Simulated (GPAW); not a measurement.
**Geometry or basis: what sets the conductance of CN in line between two Ga chains**

Aim: the conductance of CN in line between two Ga chains after relaxation, and whether geometry, basis or functional moves it most.

Program: GPAW 26.7.0. Level of theory: GPAW LCAO, PAW setups; relaxation of the junction within the symmetry of its start, lead ends held, in the first sound run; inputs show where later runs differ. Results are calculated unless marked as measured.

This is a report of a sequence of runs, with most program output left out.

## (1) Starting point

The cell holds 14 atoms: 12 Ga, 1 C and 1 N. Cell: a = 9.000 Å, b = 9.000 Å, c = 32.903 Å, α = 90.0°, β = 90.0°, γ = 90.0°. Regions: left lead, 6 atoms (6 Ga); channel, 2 atoms (1 C and 1 N); right lead, 6 atoms (6 Ga). Vacuum lies along a and b. The structure is stacked along c, and the current runs across the ab planes.

## (2) Relaxation

Transmission follows bond lengths closely, so the atoms between the held lead ends are relaxed first, within whatever symmetry the start has.

Input file run.py:

```python
import json
from ase import Atoms
from ase.constraints import FixAtoms
from ase.optimize import BFGS
from gpaw import GPAW, FermiDirac

device = Atoms(
    ['Ga', 'Ga', 'Ga', 'Ga', 'Ga', 'Ga', 'C', 'N', 'Ga', 'Ga', 'Ga', 'Ga', 'Ga', 'Ga'],
    positions=[
        [4.50000, 4.50000, 1.27500],
        [4.50000, 4.50000, 3.82500],
        [4.50000, 4.50000, 6.37500],
        [4.50000, 4.50000, 8.92500],
        [4.50000, 4.50000, 11.47500],
        [4.50000, 4.50000, 14.02500],
        [4.50000, 4.50000, 15.87340],
        [4.50000, 4.50000, 17.05340],
        [4.50000, 4.50000, 18.87770],
        [4.50000, 4.50000, 21.42770],
        [4.50000, 4.50000, 23.97770],
        [4.50000, 4.50000, 26.52770],
        [4.50000, 4.50000, 29.07770],
        [4.50000, 4.50000, 31.62770]],
    cell=[[9.0, 0.0, 0.0], [0.0, 9.0, 0.0], [0.0, 0.0, 32.9027]],
    pbc=True)

device.set_constraint(FixAtoms([0, 1, 2, 3, 4, 9, 10, 11, 12, 13]))
device.calc = GPAW(mode='lcao', basis='dzp', xc='PBE', h=0.18,
                   kpts={'size': (1, 1, 3), 'gamma': True},
                   symmetry={'tolerance': 1e-3, 'extra_ids': [1, 1, 1, 1, 1, 0, 0, 0, 0, 1, 1, 1, 1, 1]},
                   occupations=FermiDirac(0.1), maxiter=250,
                   mixer=dict(beta=0.1, nmaxold=8, weight=100.0),
                   convergence=dict(density=0.0001), txt='relax.txt')
path = []
opt = BFGS(device, maxstep=0.15)
opt.attach(lambda: path.append((device.get_potential_energy(), device.positions.tolist(), device.get_forces().tolist())))
relaxed = bool(opt.run(fmax=0.05, steps=50))
json.dump(dict(relaxed=relaxed, path=path, positions=device.positions.tolist(), moments=device.get_magnetic_moments().tolist(),
               forces=device.get_forces(apply_constraint=False).tolist()), open('result.json', 'w'))
```

The run is started by

```
> OMP_NUM_THREADS=1 OPENBLAS_NUM_THREADS=1 python run.py
```

Wall time 9 min (1 thread of Arm Neoverse V1, shared host); peak memory 1.5 GiB.

The steps of the relaxation:

| step | energy less that of the first step (eV) | largest force (eV/Å) |
| --- | --- | --- |
| 1 | 0.0000 | 3.0358 |
| 2 | -0.2020 | 2.2275 |
| 3 | -0.3907 | 1.3373 |
| 4 | -0.4002 | 0.2440 |
| 5 | -0.4022 | 0.2942 |
| 6 | -0.4150 | 0.5497 |
| 7 | -0.4225 | 0.4429 |
| 8 | -0.4298 | 0.1292 |
| 9 | -0.4301 | 0.0454 |

The atoms that moved most (Å):

```csv
atom,dx,dy,dz,length
Ga6,0.000,0.000,-0.218,0.218
C7,0.000,0.000,-0.125,0.125
N8,0.000,0.000,-0.102,0.102
Ga9,0.000,0.000,0.055,0.055
```

The relaxation lowered the energy of the cell by 0.430 eV (energies extrapolated to zero smearing; the optimiser's log prints free energies). The largest force left on a free atom is 0.045 eV/Å.

## (3) GPAW, dzp

Localised orbitals split the wire into layers that couple to their neighbours alone, which is what the Green's function method needs; double zeta with polarisation is the usual level for numbers.

This step: GPAW LCAO, PAW setups; Landauer transmission from Green's functions with principal layers (ASE), zero bias (GPAW 26.7.0).

Input file run.py:

```python
import json
import numpy as np
from ase import Atoms
from ase.transport.calculators import TransportCalculator
from gpaw import GPAW, FermiDirac
from gpaw.lcao.tools import get_lcao_hamiltonian
from scipy.linalg import eigh

# The junction with lead layers at both ends, along the third cell vector
device = Atoms(
    ['Ga', 'Ga', 'Ga', 'Ga', 'Ga', 'Ga', 'C', 'N', 'Ga', 'Ga', 'Ga', 'Ga', 'Ga', 'Ga'],
    positions=[
        [4.50000, 4.50000, 1.27500],
        [4.50000, 4.50000, 3.82500],
        [4.50000, 4.50000, 6.37500],
        [4.50000, 4.50000, 8.92500],
        [4.50000, 4.50000, 11.47500],
        [4.50000, 4.50000, 13.80716],
        [4.50000, 4.50000, 15.74844],
        [4.50000, 4.50000, 16.95145],
        [4.50000, 4.50000, 18.93233],
        [4.50000, 4.50000, 21.42770],
        [4.50000, 4.50000, 23.97770],
        [4.50000, 4.50000, 26.52770],
        [4.50000, 4.50000, 29.07770],
        [4.50000, 4.50000, 31.62770]],
    cell=[[9.0, 0.0, 0.0], [0.0, 9.0, 0.0], [0.0, 0.0, 32.9027]],
    pbc=True)

# One principal layer of the lead: the first 3 atoms of the device
lead = Atoms(
    ['Ga', 'Ga', 'Ga'],
    positions=[
        [4.50000, 4.50000, 1.27500],
        [4.50000, 4.50000, 3.82500],
        [4.50000, 4.50000, 6.37500]],
    cell=[[9.0, 0.0, 0.0], [0.0, 9.0, 0.0], [0.0, 0.0, 7.65]],
    pbc=True)

settings = dict(mode='lcao', basis='dzp', xc='PBE', h=0.18,
                occupations=FermiDirac(0.1), maxiter=250,
                mixer=dict(beta=0.1, nmaxold=8, weight=100.0),
                convergence=dict(density=0.0001))
energies = np.arange(-2, 2 + 1e-9, 0.025)
eta = 0.0001
n1, n2 = 1, 1
# k and -k transmit alike, so half of the mesh across the current serves
mesh = [(i, j) for i in range(n1) for j in range(n2) if (i, j) <= (-i % n1, -j % n2)]
weights = np.array([1 if (i, j) == (-i % n1, -j % n2) else 2 for i, j in mesh]) / (n1 * n2)

# [... helper functions left out ...]
fermi_lead = ground_state(lead, (1, 1, 15), 'lead.txt')
fermi_device = ground_state(device, (1, 1, 3), 'device.txt')
# [... loop over the mesh left out, but for ...]
        # Shift the lead onto the potential of the device's first layer
        shift = ((H[:, 0, 0] - H0[:, 0, 0]) / S0[0, 0]).real.mean()
# [...]
kT = 8.617333e-5 * 300
bias = [0.1, 0.2, 0.5, 1.0, 1.5, 2.0]
# [... integrals and printing left out ...]
```

It took 2.3 min on 1 thread; peak memory 1.6 GiB.

Numbers from this step:

```yaml
conductance: 1.917 G₀
largest_coupling_past_the_next_principal_layer: 6.03e-5 eV
largest_misfit_of_the_first_principal_layer: 0.04283 eV
shift_that_aligns_the_lead: 0.02581 eV
basis_functions_of_the_junction: 182
basis_functions_of_a_principal_layer: 39
transmission_at_the_fermi_level_one_spin: 1.925
```

One spin. The transmission, zone mean by energy, zero at the Fermi level:

| energy (eV) | transmission, zone mean |
| --- | --- |
| -2.000 | 0.0561 |
| -1.900 | 0.0573 |
| -1.800 | 0.0590 |
| -1.700 | 0.0617 |
| -1.600 | 0.0671 |
| -1.500 | 0.0895 |
| -1.400 | 0.0149 |
| -1.300 | 0.0438 |
| -1.200 | 0.0498 |
| -1.100 | 0.0529 |
| -1.000 | 0.0551 |
| -0.900 | 0.0568 |
| -0.800 | 0.0584 |
| -0.700 | 0.0598 |
| -0.600 | 0.0613 |
| -0.500 | 0.0627 |
| -0.400 | 0.0641 |
| -0.300 | 0.0655 |
| -0.200 | 1.90 |
| -0.100 | 1.92 |
| -0.050 | 1.93 |
| 0.000 | 1.93 |
| 0.100 | 1.86 |
| 0.200 | 1.74 |
| 0.300 | 1.64 |
| 0.400 | 1.57 |
| 0.500 | 1.53 |
| 0.600 | 1.51 |
| 0.700 | 1.51 |
| 0.800 | 1.51 |
| 0.900 | 1.53 |
| 1.000 | 1.57 |
| 1.100 | 1.62 |
| 1.200 | 1.67 |
| 1.300 | 1.72 |
| 1.400 | 1.78 |
| 1.500 | 1.82 |
| 1.600 | 1.86 |
| 1.700 | 1.88 |
| 1.800 | 1.91 |
| 1.900 | 1.92 |
| 2.000 | 1.94 |

Not self-consistent under bias; the bias window is split evenly. Current through one cell, from the zero-bias transmission against bias:

| bias (V) | current through one cell, from the zero-bias transmission (μA) |
| --- | --- |
| 0.100 | 14.8 |
| 0.200 | 29.5 |
| 0.500 | 67.4 |
| 1.000 | 101 |
| 1.500 | 131 |
| 2.000 | 162 |

The transmission of the three most open eigenchannels by energy, zero at the Fermi level:

| energy (eV) | channel 1 | channel 2 | channel 3 |
| --- | --- | --- | --- |
| -2.000 | 0.0561 | 0 | 0 |
| -1.900 | 0.0573 | 0 | 0 |
| -1.800 | 0.0590 | 0 | 0 |
| -1.700 | 0.0617 | 0 | 0 |
| -1.600 | 0.0671 | 0 | 0 |
| -1.500 | 0.0895 | 0 | 0 |
| -1.400 | 0.0149 | 0 | 0 |
| -1.300 | 0.0438 | 0 | 0 |
| -1.200 | 0.0498 | 0 | 0 |
| -1.100 | 0.0529 | 0 | 0 |
| -1.000 | 0.0551 | 0 | 0 |
| -0.900 | 0.0568 | 0 | 0 |
| -0.800 | 0.0584 | 0 | 0 |
| -0.700 | 0.0598 | 0 | 0 |
| -0.600 | 0.0613 | 0 | 0 |
| -0.500 | 0.0627 | 0 | 0 |
| -0.400 | 0.0641 | 0 | 0 |
| -0.300 | 0.0655 | 6.5e-10 | 6.5e-10 |
| -0.200 | 0.918 | 0.918 | 0.0669 |
| -0.100 | 0.928 | 0.928 | 0.0683 |
| 0.000 | 0.928 | 0.928 | 0.0697 |
| 0.100 | 0.893 | 0.893 | 0.0711 |
| 0.200 | 0.834 | 0.834 | 0.0724 |
| 0.300 | 0.782 | 0.782 | 0.0737 |
| 0.400 | 0.748 | 0.748 | 0.0750 |
| 0.500 | 0.729 | 0.729 | 0.0763 |
| 0.600 | 0.719 | 0.719 | 0.0775 |
| 0.700 | 0.715 | 0.715 | 0.0786 |
| 0.800 | 0.717 | 0.717 | 0.0798 |
| 0.900 | 0.727 | 0.727 | 0.0809 |
| 1.000 | 0.744 | 0.744 | 0.0819 |
| 1.100 | 0.766 | 0.766 | 0.0830 |
| 1.200 | 0.793 | 0.793 | 0.0840 |
| 1.300 | 0.820 | 0.820 | 0.0851 |
| 1.400 | 0.845 | 0.845 | 0.0861 |
| 1.500 | 0.866 | 0.866 | 0.0872 |
| 1.600 | 0.884 | 0.884 | 0.0883 |
| 1.700 | 0.897 | 0.897 | 0.0894 |
| 1.800 | 0.908 | 0.908 | 0.0906 |
| 1.900 | 0.916 | 0.916 | 0.0917 |
| 2.000 | 0.923 | 0.923 | 0.0929 |

Couplings past the next layer reach 6.0e-5 eV, small enough to drop; the matrix elements of the cell's first layer differ from the bulk lead's by up to 0.043 eV. That layer keeps its own values in the calculation, and only beyond it is the lead taken as perfect. The Fermi levels of lead and junction count from different zeros of potential, one for each periodic cell; with both set to zero, the small remaining shift is what aligns them. By hand: G = 1.917 × 77.48 μS = 149 μS, a resistance of 6.73 kΩ; at 0.1 V a linear junction would pass 14.9 μA, and the integral over the bias window gives 14.8 μA.

## (4) Single-zeta polarised basis

One radial function a shell plus polarisation makes the matrices smaller; the question is what that costs.

Changes to run.py since step 3:

```diff
@@ -39,3 +39,3 @@
 
-settings = dict(mode='lcao', basis='dzp', xc='PBE', h=0.18,
+settings = dict(mode='lcao', basis='szp(dzp)', xc='PBE', h=0.18,
                 occupations=FermiDirac(0.1), maxiter=250,
```

Wall time 2.2 min (1 thread); peak memory 1.6 GiB.

This step gave:

```
conductance                                             : 1.911 G₀
largest coupling past the next principal layer          : 5.81e-5 eV
largest misfit of the first principal layer             : 0.04431 eV
shift that aligns the lead                              : 0.03344 eV
basis functions of the junction                         : 126
basis functions of a principal layer                    : 27
transmission at the Fermi level (one spin)              : 1.920
open channels of the lead at the Fermi level (one spin) : 3
```

One spin. Transmission, zone mean against energy, zero at the Fermi level:

| energy (eV) | transmission, zone mean |
| --- | --- |
| -2.000 | 0.0641 |
| -1.900 | 0.0693 |
| -1.800 | 0.0781 |
| -1.700 | 0.0931 |
| -1.600 | 1.6e-6 |
| -1.500 | 1.9e-7 |
| -1.400 | 1.4e-7 |
| -1.300 | 0.0197 |
| -1.200 | 0.0298 |
| -1.100 | 0.0359 |
| -1.000 | 0.0402 |
| -0.900 | 0.0435 |
| -0.800 | 0.0464 |
| -0.700 | 0.0489 |
| -0.600 | 0.0511 |
| -0.500 | 0.0533 |
| -0.400 | 0.0553 |
| -0.300 | 0.0573 |
| -0.200 | 1.59 |
| -0.100 | 1.91 |
| -0.050 | 1.93 |
| 0.000 | 1.92 |
| 0.100 | 1.85 |
| 0.200 | 1.73 |
| 0.300 | 1.63 |
| 0.400 | 1.58 |
| 0.500 | 1.56 |
| 0.600 | 1.56 |
| 0.700 | 1.56 |
| 0.800 | 1.58 |
| 0.900 | 1.61 |
| 1.000 | 1.66 |
| 1.100 | 1.71 |
| 1.200 | 1.77 |
| 1.300 | 1.83 |
| 1.400 | 1.88 |
| 1.500 | 1.91 |
| 1.600 | 1.94 |
| 1.700 | 1.96 |
| 1.800 | 1.97 |
| 1.900 | 1.98 |
| 2.000 | 1.99 |

Crossings of the lead's bands, unfolded to its shortest repeat. Table of open channels, zone mean by energy, zero at the Fermi level:

energy (eV), open channels, zone mean and a bar:
```
   -2.000       1.00 ##########
   -1.900       1.00 ##########
   -1.800       1.00 ##########
   -1.700       1.00 ##########
   -1.600       0.00 
   -1.500       0.00 
   -1.400       0.00 
   -1.300       1.00 ##########
   -1.200       1.00 ##########
   -1.100       1.00 ##########
   -1.000       1.00 ##########
   -0.900       1.00 ##########
   -0.800       1.00 ##########
   -0.700       1.00 ##########
   -0.600       1.00 ##########
   -0.500       1.00 ##########
   -0.400       1.00 ##########
   -0.300       1.00 ##########
   -0.200       3.00 ##############################
   -0.100       3.00 ##############################
    0.000       3.00 ##############################
    0.100       3.00 ##############################
    0.200       3.00 ##############################
    0.300       3.00 ##############################
    0.400       3.00 ##############################
    0.500       3.00 ##############################
    0.600       3.00 ##############################
    0.700       3.00 ##############################
    0.800       3.00 ##############################
    0.900       3.00 ##############################
    1.000       3.00 ##############################
    1.100       3.00 ##############################
    1.200       3.00 ##############################
    1.300       3.00 ##############################
    1.400       3.00 ##############################
    1.500       3.00 ##############################
    1.600       3.00 ##############################
    1.700       3.00 ##############################
    1.800       3.00 ##############################
    1.900       3.00 ##############################
    2.000       3.00 ##############################
```

Not self-consistent under bias; the bias window is split evenly. Current through one cell, from the zero-bias transmission against bias:

| bias (V) | current through one cell, from the zero-bias transmission (μA) |
| --- | --- |
| 0.100 | 14.8 |
| 0.200 | 29.4 |
| 0.500 | 64.8 |
| 1.000 | 97.6 |
| 1.500 | 129 |
| 2.000 | 161 |

Transmission of the three most open eigenchannels against energy, zero at the Fermi level:

| energy (eV) | channel 1 | channel 2 | channel 3 |
| --- | --- | --- | --- |
| -2.000 | 0.0641 | 0 | 0 |
| -1.900 | 0.0693 | 0 | 0 |
| -1.800 | 0.0781 | 0 | 0 |
| -1.700 | 0.0931 | 0 | 0 |
| -1.600 | 1.6e-6 | 0 | 0 |
| -1.500 | 1.9e-7 | 0 | 0 |
| -1.400 | 1.4e-7 | 0 | 0 |
| -1.300 | 0.0197 | 0 | 0 |
| -1.200 | 0.0298 | 0 | 0 |
| -1.100 | 0.0359 | 0 | 0 |
| -1.000 | 0.0402 | 0 | 0 |
| -0.900 | 0.0435 | 0 | 0 |
| -0.800 | 0.0464 | 0 | 0 |
| -0.700 | 0.0489 | 0 | 0 |
| -0.600 | 0.0511 | 0 | 0 |
| -0.500 | 0.0533 | 0 | 0 |
| -0.400 | 0.0553 | 0 | 0 |
| -0.300 | 0.0573 | 7.7e-11 | 7.7e-11 |
| -0.200 | 0.766 | 0.766 | 0.0593 |
| -0.100 | 0.927 | 0.927 | 0.0612 |
| 0.000 | 0.928 | 0.928 | 0.0630 |
| 0.100 | 0.893 | 0.893 | 0.0648 |
| 0.200 | 0.832 | 0.832 | 0.0666 |
| 0.300 | 0.783 | 0.783 | 0.0684 |
| 0.400 | 0.757 | 0.757 | 0.0701 |
| 0.500 | 0.746 | 0.746 | 0.0718 |
| 0.600 | 0.743 | 0.743 | 0.0735 |
| 0.700 | 0.745 | 0.745 | 0.0751 |
| 0.800 | 0.752 | 0.752 | 0.0767 |
| 0.900 | 0.767 | 0.767 | 0.0783 |
| 1.000 | 0.789 | 0.789 | 0.0800 |
| 1.100 | 0.816 | 0.816 | 0.0816 |
| 1.200 | 0.845 | 0.845 | 0.0832 |
| 1.300 | 0.872 | 0.872 | 0.0848 |
| 1.400 | 0.895 | 0.895 | 0.0864 |
| 1.500 | 0.912 | 0.912 | 0.0881 |
| 1.600 | 0.924 | 0.924 | 0.0898 |
| 1.700 | 0.933 | 0.933 | 0.0915 |
| 1.800 | 0.940 | 0.940 | 0.0933 |
| 1.900 | 0.944 | 0.944 | 0.0950 |
| 2.000 | 0.946 | 0.946 | 0.0968 |

The conductance, 1.91 G₀, lies 0.3 % below that of the dzp run.

## (5) GPAW, sz: basis = "sz(dzp)"

The minimal basis is the cheapest rung: no second zeta and no polarisation.

Changes to run.py since step 4:

```diff
@@ -39,3 +39,3 @@
 
-settings = dict(mode='lcao', basis='szp(dzp)', xc='PBE', h=0.18,
+settings = dict(mode='lcao', basis='sz(dzp)', xc='PBE', h=0.18,
                 occupations=FermiDirac(0.1), maxiter=250,
```

It took 88 s on 1 thread; peak memory 1.5 GiB.

Numbers from this step:

```
conductance                                    : 1.920 G₀
largest coupling past the next principal layer : 5.75e-5 eV
largest misfit of the first principal layer    : 0.04890 eV
shift that aligns the lead                     : 0.03682 eV
basis functions of the junction                : 56
basis functions of a principal layer           : 12
transmission at the Fermi level (one spin)     : 1.929
```

The conductance equals that of the dzp run to 0.2 %.

## (6) LDA in the dzp basis: xc = "LDA"

Back in the dzp basis, the functional changes from PBE to LDA, to set the spread between functionals beside that between bases.

Changes to run.py since step 5:

```diff
@@ -39,3 +39,3 @@
 
-settings = dict(mode='lcao', basis='sz(dzp)', xc='PBE', h=0.18,
+settings = dict(mode='lcao', basis='dzp', xc='LDA', h=0.18,
                 occupations=FermiDirac(0.1), maxiter=250,
```

Run time: 2.2 min. Hardware: 1 thread; peak memory 1.6 GiB.

This step gave:

```yaml
conductance: 1.926 G₀
largest_coupling_past_the_next_principal_layer: 5.91e-5 eV
largest_misfit_of_the_first_principal_layer: 0.04554 eV
shift_that_aligns_the_lead: 0.02930 eV
basis_functions_of_the_junction: 182
basis_functions_of_a_principal_layer: 39
transmission_at_the_fermi_level_one_spin: 1.933
```

One spin. Transmission, zone mean against energy, zero at the Fermi level:

```
energy (eV)  transmission, zone mean
     -2.000                   0.0578
     -1.900                   0.0607
     -1.800                   0.0652
     -1.700                   0.0733
     -1.600                   0.0791
     -1.500                   3.0e-5
     -1.400                   9.2e-4
     -1.300                   0.0264
     -1.200                   0.0355
     -1.100                   0.0406
     -1.000                   0.0440
     -0.900                   0.0467
     -0.800                   0.0490
     -0.700                   0.0511
     -0.600                   0.0531
     -0.500                   0.0550
     -0.400                   0.0568
     -0.300                   0.0586
     -0.200                     1.88
     -0.100                     1.93
     -0.050                     1.94
      0.000                     1.93
      0.100                     1.88
      0.200                     1.77
      0.300                     1.67
      0.400                     1.61
      0.500                     1.58
      0.600                     1.56
      0.700                     1.55
      0.800                     1.56
      0.900                     1.58
      1.000                     1.61
      1.100                     1.65
      1.200                     1.70
      1.300                     1.76
      1.400                     1.80
      1.500                     1.85
      1.600                     1.88
      1.700                     1.90
      1.800                     1.92
      1.900                     1.94
      2.000                     1.95
```

The conductance, 1.93 G₀, lies 0.5 % above that of the dzp run.

(Continued in part 2 of 2.)

[Logs are printed without paths, hosts, clocks, repeated set-up lines and the standing remarks that a program may print on its own settings, such as how far it seeks lower states.]

[Hosts, paths, dates, database ids (printed as entryN), source tags and the programs' standing remarks are cut or masked in the printed files.]
